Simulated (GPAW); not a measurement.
# Core-hole calculation of the Ti K edge in BaTiO3 (P4mm), part 3 of 3

How does the Ti K edge of BaTiO3 (P4mm) move when the bonds are compressed or stretched?

GPAW 26.7.0; X-ray absorption from dipole matrix elements to empty bands, plane-wave PAW LDA.

So far. Step 4 (Spectrum with FCH, Ti atom 2): The hole costs E(hole) − E(ground) = 4963.17 eV, and the lowest empty level of the hole cell on the spectrum's mesh lies at 7.61 eV, which puts the zero at 4970.77 eV. One term is added: -22.68 eV, since the hole is spin-paired here and a spin-polarised one costs that much less in the free atom (computed apart). The photon energy is then 4948.09 eV. The tabulated edge of the element is 4966 eV.

The database entry behind the starting cell differs from later determinations by our own check (c/a about 0.6 % short), so it need not match the best structure at ambient conditions.

**8. Spectrum with FCH, Ti atom 2**

Shorter bonds are expected to push antibonding states and scattering resonances up, and longer ones down; the cell is scaled to test that.

Changed against the first core-hole run: volume scale from 1 to 0.97.

The input, xas.py:

```python
import numpy as np
from ase import Atoms
from ase.parallel import parprint, paropen
from gpaw import GPAW, PW, FermiDirac, Mixer, MixerDif, setup_paths
from gpaw.test import gen
setup_paths.insert(0, '.')
gen('Ti', name='fch1s', xcname='LDA', corehole=(1, 0, 1), write_xml=True)
from gpaw.mpi import world
world.barrier()

atoms = Atoms('Ba2Ti2O6',
    cell=[[-3.95939522, 3.95939522, 0],
     [-3.95939522, -3.95939522, 0],
     [3.95939522, 0, 3.97741137]],
    scaled_positions=[[0, 0, 0],
     [0.5, 0.5, 0],
     [0.245, 0.745, 0.49],
     [0.745, 0.245, 0.49],
     [0.5085, 0.0085, 0.517],
     [0.0085, 0.5085, 0.517],
     [0.0085, 0.0085, 0.517],
     [0.5085, 0.5085, 0.517],
     [0.0095, 0.5095, 0.019],
     [0.5095, 0.0095, 0.019]],
    pbc=True)
atoms.calc = calc = GPAW(legacy_gpaw=True, mode=PW(500, force_complex_dtype=True), xc='LDA', setups={2: 'fch1s'},
    kpts={'size': (4, 4, 4), 'gamma': True}, occupations=FermiDirac(0.02),
    charge=0, mixer=Mixer(0.1, 5, 50), maxiter=150,
    convergence={'density': 0.0001, 'eigenstates': 1e-6}, txt='scf.txt')
energy = atoms.get_potential_energy() + calc.get_reference_energy()
ef = calc.get_fermi_level()
out = dict(energy=energy, fermi=ef, forces=atoms.get_forces().tolist())
parprint(f'all-electron energy {energy:.4f} eV, Fermi level {ef:.4f} eV')
ev = np.array([[calc.get_eigenvalues(k, s) for k in range(len(calc.get_ibz_k_points()))] for s in range(calc.get_number_of_spins())])
out['homo'], out['lumo'], out['counts'] = ev[ev < ef].max(), ev[ev > ef].min(), sorted(set((ev < ef).sum((0, 2)).tolist()))
out['filled'] = (ev[:, 0] < ef).sum(1).tolist()

from ase.units import Ha
from gpaw.xas import dipole_matrix_elements
nb = int(calc.get_number_of_electrons() / 2) + 87
top, nb = nb, nb + 8 + nb // 12
nscf = calc.fixed_density(kpts={'size': (6, 6, 6), 'gamma': True}, nbands=nb,
    convergence={'bands': top, 'eigenstates': 5e-3}, maxiter=60, txt='nscf.txt')
cell = atoms.cell.array
ops = [cell.T @ U.T @ np.linalg.inv(cell.T) for U in nscf.wfs.kd.symmetry.op_scc]
filled = [40]  # bands filled in the ground state, by spin
E = np.arange(-6, 34, 0.1)
fwhm = np.interp(E, [4, 25], [0.94, 3.5])
Y, X, zero, highest = 0, 0, 1e9, 1e9
for spin in range(nscf.get_number_of_spins()):
    wfs = nscf.wfs
    mine = wfs.bd.get_slice()  # this rank's bands
    A = dipole_matrix_elements(wfs.setups[2])
    eps = np.zeros((wfs.kd.nibzkpts, nb))
    d = np.zeros((3, A.shape[1], wfs.kd.nibzkpts, nb), complex)
    for kpt in wfs.kpt_u:
        if kpt.s == spin and 2 in kpt.P_ani:
            eps[kpt.k, mine] = kpt.eps_n * Ha
            d[:, :, kpt.k, mine] = (kpt.weight * wfs.nspins / 2) ** 0.5 * np.inner(A, kpt.P_ani[2])
    world.sum(eps)
    world.sum(d)
    T = np.einsum('amkn,bmkn->abkn', d, d.conj()).real
    T = sum(np.einsum('ai,ijkn,bj->abkn', R, T, R) for R in ops) / len(ops)
    empty = np.ones_like(eps, bool) & (np.arange(nb) >= filled[spin])
    zero, highest = min(zero, eps[empty].min()), min(highest, eps[:, top - 1].min())
    lines = [(eps, T, empty)] if spin == 0 else lines + [(eps, T, empty)]
for eps, T, empty in lines:
    f = np.einsum('aakn->akn', T).reshape(3, -1)
    x = eps.ravel() - zero
    w = np.interp(x, E, fwhm) / 2.35482
    g = np.exp(-0.5 * ((E[:, None] - x) / w) ** 2) / (w * (2 * np.pi) ** 0.5)
    Y = Y + (f * empty.ravel()) @ g.T
    X = X + (f * ~empty.ravel()) @ g.T
out.update(E=E.round(2).tolist(), xas=Y.tolist(), xes=X.tolist(), zero=zero, valid=highest - zero, nk=len(eps), nb=nb)
for i in range(0, len(E), 10):
    parprint(f'{E[i]:7.2f}', *(f'{v:10.3e}' for v in Y[:, i]))
import json
with paropen('out.json', 'w') as f:
    json.dump(out, f)
```

On the command line:

```bash
OMP_NUM_THREADS=1 mpirun -n 4 gpaw python xas.py
```

Numbers of over 12 decimals in the logs are rounded to 6 here.

The log of the run:

```text
Input parameters:
  convergence: {density: 0.0001,
                eigenstates: 1e-06}
  kpts: {gamma: True,
         size: (4, 4, 4)}
  maxiter: 150
  mixer: {backend: pulay,
          beta: 0.1,
          method: separate,
          nmaxold: 5,
          weight: 50}
  mode: {ecut: 500.0,
         force_complex_dtype: True,
         name: pw}
  occupations: {fixmagmom: False,
                name: fermi-dirac,
[...]
*d    :     0.333350
--------------------------------

Diagonalizing with gridspacing h=0.050

state   all-electron     PAW
-------------------------------
3s:      -2.983269    -2.983558
3p:      -2.108060    -2.108705
3d:      -0.666650    -0.667242
*f:                   -0.026873
-------------------------------
all-electron energy -495853.1626 eV, Fermi level 7.6613 eV
[...]
32.00  4.332e-07  4.332e-07  4.126e-07
  33.00  4.319e-07  4.319e-07  4.108e-07
[key lines of the parts left out:]
Converged after 18 iterations.
Dipole moment: (3.753950, 0.098743, -5.308899) |e|*Ang
Free energy:   -104.608304
Fermi level: 7.66130
```

The job ended after 2 min (4 MPI ranks of Arm Neoverse V2, shared host; peak memory 0.44 GiB; 8 min of CPU time).

```tsv
E (eV)	first run	this run
-2.0	0.00	0.00
-1.0	0.00	0.00
0.0	0.01	0.01
1.0	0.01	0.01
2.0	0.12	0.09
3.0	0.21	0.25
4.0	0.03	0.03
5.0	0.51	0.37
6.0	0.37	0.55
7.0	0.16	0.17
8.0	0.22	0.21
9.0	0.19	0.19
10.0	0.16	0.15
11.0	0.23	0.19
12.0	0.69	0.53
13.0	1.83	1.59
14.0	2.64	2.60
15.0	2.64	2.70
16.0	2.39	2.48
17.0	2.12	2.23
18.0	2.07	2.14
19.0	2.27	2.30
20.0	2.32	2.42
21.0	2.07	2.24
22.0	1.84	1.96
23.0	1.81	1.84
24.0	1.93	1.92
25.0	2.06	2.07
26.0	2.15	2.22
27.0	2.14	2.29
28.0	1.97	2.22
29.0	1.69	1.96
30.0	1.43	1.64
31.0	1.29	1.40
32.0	1.26	1.32
```

The scaled spectrum changes by 7 % r.m.s. The highest intensity below 24 eV goes from 14.4 eV (2.70) to 14.6 eV (2.74).

The photon energy of the zero moves by -0.11 eV.

**9. Supercell without a hole, the energy reference**

The cell changes for the next run, so it gets a reference energy of its own.

The cell differs from the one that the last finished run ended in (a 5.599 → 5.713 Å, b 5.599 → 5.713 Å, c 5.612 → 5.726 Å).

The input, scf.py:

```python
import numpy as np
from ase import Atoms
from ase.parallel import parprint, paropen
from gpaw import GPAW, PW, FermiDirac, Mixer, MixerDif, setup_paths
from gpaw.test import gen
setup_paths.insert(0, '.')
gen('Ti', name='nch1s', xcname='LDA', corehole=(1, 0, 0), write_xml=True)
from gpaw.mpi import world
world.barrier()

atoms = Atoms('Ba2Ti2O6',
    cell=[[-4.03940456, 4.03940456, 0],
     [-4.03940456, -4.03940456, 0],
     [4.03940456, 0, 4.05778477]],
    scaled_positions=[[0, 0, 0],
     [0.5, 0.5, 0],
     [0.245, 0.745, 0.49],
     [0.745, 0.245, 0.49],
     [0.5085, 0.0085, 0.517],
     [0.0085, 0.5085, 0.517],
     [0.0085, 0.0085, 0.517],
     [0.5085, 0.5085, 0.517],
     [0.0095, 0.5095, 0.019],
     [0.5095, 0.0095, 0.019]],
    pbc=True)
atoms.calc = calc = GPAW(legacy_gpaw=True, mode=PW(500, force_complex_dtype=True), xc='LDA', setups={2: 'nch1s'},
    kpts={'size': (4, 4, 4), 'gamma': True}, occupations=FermiDirac(0.02),
    charge=0, mixer=Mixer(0.1, 5, 50), maxiter=150,
    convergence={'density': 0.0001, 'eigenstates': 1e-6}, txt='scf.txt')
energy = atoms.get_potential_energy() + calc.get_reference_energy()
ef = calc.get_fermi_level()
out = dict(energy=energy, fermi=ef, forces=atoms.get_forces().tolist())
parprint(f'all-electron energy {energy:.4f} eV, Fermi level {ef:.4f} eV')
ev = np.array([[calc.get_eigenvalues(k, s) for k in range(len(calc.get_ibz_k_points()))] for s in range(calc.get_number_of_spins())])
out['homo'], out['lumo'], out['counts'] = ev[ev < ef].max(), ev[ev > ef].min(), sorted(set((ev < ef).sum((0, 2)).tolist()))
out['filled'] = (ev[:, 0] < ef).sum(1).tolist()
import json
with paropen('out.json', 'w') as f:
    json.dump(out, f)
```

On the command line:

```bash
OMP_NUM_THREADS=1 mpirun -n 4 gpaw python scf.py
```

The log of the run:

```text
Input parameters:
  convergence: {density: 0.0001,
                eigenstates: 1e-06}
  kpts: {gamma: True,
         size: (4, 4, 4)}
  maxiter: 150
  mixer: {backend: pulay,
          beta: 0.1,
          method: separate,
          nmaxold: 5,
          weight: 50}
  mode: {ecut: 500.0,
         force_complex_dtype: True,
         name: pw}
  occupations: {fixmagmom: False,
                name: fermi-dirac,
[...]
4s(2) :    -0.168799     0.990650
3p(6) :    -1.425558     0.436626
4p(0) :    -0.056429     0.981035
3d(2) :    -0.164024     0.588737
*d    :     0.835976
--------------------------------

Diagonalizing with gridspacing h=0.050

state   all-electron     PAW
-------------------------------
3s:      -2.287902    -2.288205
3p:      -1.425558    -1.426242
3d:      -0.164024    -0.164519
*f:                    0.065395
-------------------------------
all-electron energy -500815.5207 eV, Fermi level 7.7842 eV
[key lines of the parts left out:]
Converged after 16 iterations.
Dipole moment: (3.880221, -0.000000, -5.521204) |e|*Ang
Free energy:    -84.627034
Fermi level: 7.78418
```

Wall time 28 s (4 MPI ranks); peak memory 0.26 GiB.

Reference energy: -500815.521 eV with the cores included.

**10. Spectrum with FCH, Ti atom 2**

Shorter bonds are expected to push antibonding states and scattering resonances up, and longer ones down; the cell is scaled to test that.

Changed against the first core-hole run: volume scale from 1 to 1.03.

Changes to xas.py since step 8:

```diff
@@ -11,5 +11,5 @@
 atoms = Atoms('Ba2Ti2O6',
-    cell=[[-3.95939522, 3.95939522, 0],
-     [-3.95939522, -3.95939522, 0],
-     [3.95939522, 0, 3.97741137]],
+    cell=[[-4.03940456, 4.03940456, 0],
+     [-4.03940456, -4.03940456, 0],
+     [4.03940456, 0, 4.05778477]],
     scaled_positions=[[0, 0, 0],
@@ -39,3 +39,3 @@
 from gpaw.xas import dipole_matrix_elements
-nb = int(calc.get_number_of_electrons() / 2) + 87
+nb = int(calc.get_number_of_electrons() / 2) + 92
 top, nb = nb, nb + 8 + nb // 12
```

On the command line:

```bash
OMP_NUM_THREADS=1 mpirun -n 4 gpaw python xas.py
```

The log of the run:

```text
Input parameters:
  convergence: {density: 0.0001,
                eigenstates: 1e-06}
  kpts: {gamma: True,
         size: (4, 4, 4)}
  maxiter: 150
  mixer: {backend: pulay,
          beta: 0.1,
          method: separate,
          nmaxold: 5,
          weight: 50}
  mode: {ecut: 500.0,
         force_complex_dtype: True,
         name: pw}
  occupations: {fixmagmom: False,
                name: fermi-dirac,
[...]
*d    :     0.333350
--------------------------------

Diagonalizing with gridspacing h=0.050

state   all-electron     PAW
-------------------------------
3s:      -2.983269    -2.983558
3p:      -2.108060    -2.108705
3d:      -0.666650    -0.667242
*f:                   -0.026873
-------------------------------
all-electron energy -495851.8721 eV, Fermi level 6.9157 eV
[...]
32.00  4.272e-07  4.272e-07  4.096e-07
  33.00  4.162e-07  4.162e-07  3.954e-07
[key lines of the parts left out:]
Converged after 18 iterations.
Dipole moment: (3.909870, 0.116933, -5.518029) |e|*Ang
Free energy:   -103.317778
Fermi level: 6.91572
```

It took 2.1 min on 4 MPI ranks; peak memory 0.46 GiB; 8.4 min of CPU time.

```tsv
E (eV)	first run	this run
-2.0	0.00	0.00
-1.0	0.00	0.00
0.0	0.01	0.01
1.0	0.01	0.01
2.0	0.12	0.14
3.0	0.21	0.16
4.0	0.03	0.05
5.0	0.51	0.58
6.0	0.37	0.22
7.0	0.16	0.17
8.0	0.22	0.22
9.0	0.19	0.18
10.0	0.16	0.16
11.0	0.23	0.28
12.0	0.69	0.87
13.0	1.83	2.03
14.0	2.64	2.66
15.0	2.64	2.58
16.0	2.39	2.28
17.0	2.12	1.99
18.0	2.07	2.03
19.0	2.27	2.26
20.0	2.32	2.20
21.0	2.07	1.92
22.0	1.84	1.77
23.0	1.81	1.81
24.0	1.93	1.93
25.0	2.06	2.02
26.0	2.15	2.04
27.0	2.14	1.95
28.0	1.97	1.73
29.0	1.69	1.48
30.0	1.43	1.30
31.0	1.29	1.22
32.0	1.26	1.20
```

The scaled spectrum changes by 7 % r.m.s. The highest intensity below 24 eV goes from 14.4 eV (2.70) to 14.3 eV (2.68).

The photon energy of the zero moves by +0.10 eV.

**11. Supercell without a hole, the energy reference**

The cell changes for the next run, so it gets a reference energy of its own.

The cell differs from the one that the last finished run ended in (a 5.713 → 5.768 Å, b 5.713 → 5.768 Å, c 5.726 → 5.781 Å).

Changes to scf.py since step 9:

```diff
@@ -11,5 +11,5 @@
 atoms = Atoms('Ba2Ti2O6',
-    cell=[[-4.03940456, 4.03940456, 0],
-     [-4.03940456, -4.03940456, 0],
-     [4.03940456, 0, 4.05778477]],
+    cell=[[-4.07824737, 4.07824737, 0],
+     [-4.07824737, -4.07824737, 0],
+     [4.07824737, 0, 4.09680432]],
     scaled_positions=[[0, 0, 0],
```

On the command line:

```bash
OMP_NUM_THREADS=1 mpirun -n 4 gpaw python scf.py
```

The log of the run:

```text
Input parameters:
  convergence: {density: 0.0001,
                eigenstates: 1e-06}
  kpts: {gamma: True,
         size: (4, 4, 4)}
  maxiter: 150
  mixer: {backend: pulay,
          beta: 0.1,
          method: separate,
          nmaxold: 5,
          weight: 50}
  mode: {ecut: 500.0,
         force_complex_dtype: True,
         name: pw}
  occupations: {fixmagmom: False,
                name: fermi-dirac,
[...]
4s(2) :    -0.168799     0.990650
3p(6) :    -1.425558     0.436626
4p(0) :    -0.056429     0.981035
3d(2) :    -0.164024     0.588737
*d    :     0.835976
--------------------------------

Diagonalizing with gridspacing h=0.050

state   all-electron     PAW
-------------------------------
3s:      -2.287902    -2.288205
3p:      -1.425558    -1.426242
3d:      -0.164024    -0.164519
*f:                    0.065395
-------------------------------
all-electron energy -500815.1993 eV, Fermi level 7.4529 eV
[key lines of the parts left out:]
Converged after 16 iterations.
Dipole moment: (3.954822, -0.000000, -5.623888) |e|*Ang
Free energy:    -84.305715
Fermi level: 7.45286
```

Elapsed: 28 s, on 4 MPI ranks; peak memory 0.26 GiB.

Reference energy: -500815.199 eV with the cores included.

**12. Spectrum with FCH, Ti atom 2**

Shorter bonds are expected to push antibonding states and scattering resonances up, and longer ones down; the cell is scaled to test that.

Changed against the first core-hole run: volume scale from 1 to 1.06.

Changes to xas.py since step 10:

```diff
@@ -11,5 +11,5 @@
 atoms = Atoms('Ba2Ti2O6',
-    cell=[[-4.03940456, 4.03940456, 0],
-     [-4.03940456, -4.03940456, 0],
-     [4.03940456, 0, 4.05778477]],
+    cell=[[-4.07824737, 4.07824737, 0],
+     [-4.07824737, -4.07824737, 0],
+     [4.07824737, 0, 4.09680432]],
     scaled_positions=[[0, 0, 0],
@@ -39,3 +39,3 @@
 from gpaw.xas import dipole_matrix_elements
-nb = int(calc.get_number_of_electrons() / 2) + 92
+nb = int(calc.get_number_of_electrons() / 2) + 94
 top, nb = nb, nb + 8 + nb // 12
```

On the command line:

```bash
OMP_NUM_THREADS=1 mpirun -n 4 gpaw python xas.py
```

The log of the run:

```text
Input parameters:
  convergence: {density: 0.0001,
                eigenstates: 1e-06}
  kpts: {gamma: True,
         size: (4, 4, 4)}
  maxiter: 150
  mixer: {backend: pulay,
          beta: 0.1,
          method: separate,
          nmaxold: 5,
          weight: 50}
  mode: {ecut: 500.0,
         force_complex_dtype: True,
         name: pw}
  occupations: {fixmagmom: False,
                name: fermi-dirac,
[...]
*d    :     0.333350
--------------------------------

Diagonalizing with gridspacing h=0.050

state   all-electron     PAW
-------------------------------
3s:      -2.983269    -2.983558
3p:      -2.108060    -2.108705
3d:      -0.666650    -0.667242
*f:                   -0.026873
-------------------------------
all-electron energy -495851.0995 eV, Fermi level 6.5680 eV
[...]
32.00  4.186e-07  4.186e-07  4.012e-07
  33.00  4.028e-07  4.028e-07  3.832e-07
[key lines of the parts left out:]
Converged after 17 iterations.
Dipole moment: (3.984570, 0.125729, -5.620418) |e|*Ang
Free energy:   -102.545196
Fermi level: 6.56796
```

The job ended after 2.2 min (4 MPI ranks; peak memory 0.47 GiB; 8.7 min of CPU time).

```tsv
E (eV)	first run	this run
-2.0	0.00	0.00
-1.0	0.00	0.00
0.0	0.01	0.01
1.0	0.01	0.01
2.0	0.12	0.16
3.0	0.21	0.12
4.0	0.03	0.10
5.0	0.51	0.56
6.0	0.37	0.13
7.0	0.16	0.20
8.0	0.22	0.23
9.0	0.19	0.18
10.0	0.16	0.18
11.0	0.23	0.35
12.0	0.69	1.06
13.0	1.83	2.18
14.0	2.64	2.66
15.0	2.64	2.53
16.0	2.39	2.17
17.0	2.12	1.89
18.0	2.07	2.03
19.0	2.27	2.22
20.0	2.32	2.06
21.0	2.07	1.80
22.0	1.84	1.73
23.0	1.81	1.81
24.0	1.93	1.91
25.0	2.06	1.95
26.0	2.15	1.90
27.0	2.14	1.76
28.0	1.97	1.53
29.0	1.69	1.33
30.0	1.43	1.21
31.0	1.29	1.16
32.0	1.26	1.13
```

Against the first run the r.m.s. difference is 12 %. The highest intensity below 24 eV goes from 14.4 eV (2.70) to 14.2 eV (2.66).

The photon energy of the zero moves by +0.18 eV.

**13. The volumes side by side**

```tsv
volume	nearest distance (Å)	shift of the zero (eV)	maximum 1 (eV above own zero)	maximum 2 (eV above own zero)	maximum 3 (eV above own zero)	maximum 4 (eV above own zero)
0.94	1.854	-0.23	5.9	14.8	20.2	27.7
0.97	1.873	-0.11	5.6	14.6	19.9	27.1
1	1.892	+0.00	5.4	14.4	19.6	26.4
1.03	1.911	+0.10	5.1	14.3	19.3	25.8
1.06	1.930	+0.18	4.9	14.2	19.0	25.0
```

The curves, each shifted by its zero's change so that they share one photon-energy axis, counted from the zero at V × 1:

```tsv
E (eV)	V × 0.94	V × 0.97	V × 1	V × 1.03	V × 1.06
-2.0	0.00	0.00	0.00	0.00	0.00
-1.0	0.00	0.00	0.00	0.00	0.00
0.0	0.02	0.02	0.01	0.01	0.01
1.0	0.01	0.01	0.01	0.01	0.01
2.0	0.13	0.12	0.12	0.11	0.11
3.0	0.26	0.23	0.21	0.18	0.16
4.0	0.03	0.03	0.03	0.04	0.05
5.0	0.39	0.46	0.51	0.54	0.55
6.0	0.62	0.49	0.37	0.26	0.19
7.0	0.19	0.17	0.16	0.16	0.17
8.0	0.20	0.21	0.22	0.23	0.23
9.0	0.19	0.19	0.19	0.19	0.19
10.0	0.15	0.15	0.16	0.16	0.17
11.0	0.19	0.21	0.23	0.26	0.30
12.0	0.53	0.61	0.69	0.78	0.87
13.0	1.62	1.73	1.83	1.92	2.00
14.0	2.64	2.65	2.64	2.63	2.63
15.0	2.74	2.68	2.64	2.61	2.58
16.0	2.51	2.45	2.39	2.32	2.24
17.0	2.30	2.21	2.12	2.01	1.91
18.0	2.25	2.15	2.07	2.01	1.98
19.0	2.38	2.32	2.27	2.24	2.21
20.0	2.50	2.41	2.32	2.22	2.11
21.0	2.35	2.21	2.07	1.95	1.84
22.0	2.05	1.93	1.84	1.77	1.73
23.0	1.89	1.84	1.81	1.80	1.79
24.0	1.94	1.93	1.93	1.91	1.89
25.0	2.11	2.09	2.06	2.01	1.94
26.0	2.29	2.23	2.15	2.04	1.92
27.0	2.42	2.29	2.14	1.97	1.79
28.0	2.41	2.20	1.97	1.76	1.58
29.0	2.21	1.93	1.69	1.50	1.36
30.0	1.85	1.60	1.43	1.31	1.23
31.0	1.53	1.38	1.29	1.23	1.17
32.0	1.39	1.32	1.26	1.20	1.14
```

**14. Results**

```json
{
  "absorber and edge": "Ti K, atom 2 of the ground-state input (counted from 1)",
  "surroundings": "1 O at 1.89 Å, 4 O at 2.00 Å and 1 O at 2.13 Å (distorted octahedral, site symmetry 4mm)",
  "highest intensity below 24 eV": "14.4 eV above the zero, height 2.70",
  "photon energy of the zero, with the added terms": "4948.1 eV (raw 4970.8 eV; LDA puts this hole about 13 eV below PBE, itself good to a few eV)"
}
```

In words: From V × 0.94 to V × 1.06 the nearest distance grows by 0.076 Å and the zero moves by +0.41 eV. Above their own zero, the maxima move from 5.9 to 4.9 eV, from 14.8 to 14.2 eV, from 20.2 to 19.0 eV and from 27.7 to 25.0 eV. The one highest in energy moves most, in the direction that the rule ΔE·R² ≈ constant for scattering resonances gives. The Ti K edge of atom 2, with 1 O at 1.89 Å, 4 O at 2.00 Å and 1 O at 2.13 Å (distorted octahedral, site symmetry 4mm), has its highest intensity of the first 24 eV at 14.4 eV above the zero, near 4962 eV in photon energy (LDA puts this hole about 13 eV below PBE, itself good to a few eV), 2.7 times the mean level of the first 20 eV (Gaussian full width 0.94 eV up to 4 eV, rising linearly to 3.5 eV at 25 eV). At the Ti K edge of atom 2 polarisation matters most near 2.5 eV, where the curves differ by 0.3 on this scale. The strongest dipole feature below the main edge lies at 5.4 eV (height 0.63); the site lacks an inversion centre, which allows local p–d mixing besides the mixing with the neighbours' empty states; the run doesn't separate the two. Quadrupole 1s→3d transitions, which feed the pre-edge, are not in the dipole spectrum. The holes are only 5.7 Å apart, so the shape is probably not converged with cell size; no larger cell was run here. The mesh is coarse (0.26 Å⁻¹ between points), so small maxima may be mesh ripples. Lifetime broadening is put in by hand, and intensities beyond about 20 eV depend on it and on the partial waves. The structure is a published determination, not relaxed.

[Banner, clock and machine lines of the logs are left out without a mark of their own.]

[Logs are printed without paths, hosts, clocks, repeated set-up lines and the standing remarks that a program may print on its own settings, such as how far it seeks lower states.]

[Hosts, paths, dates, database ids (printed as entryN), source tags and the programs' standing remarks are cut or masked in the printed files.]

[Lists of maxima count a maximum above −3 eV only where it reaches 4 % of the highest in the window and stands out from its surroundings by 2 % of it (1.5 % where it reaches 55 %); shoulders and weaker maxima are passed over, and of the rest the first, up to two pre-edge ones and the few strongest are named.]
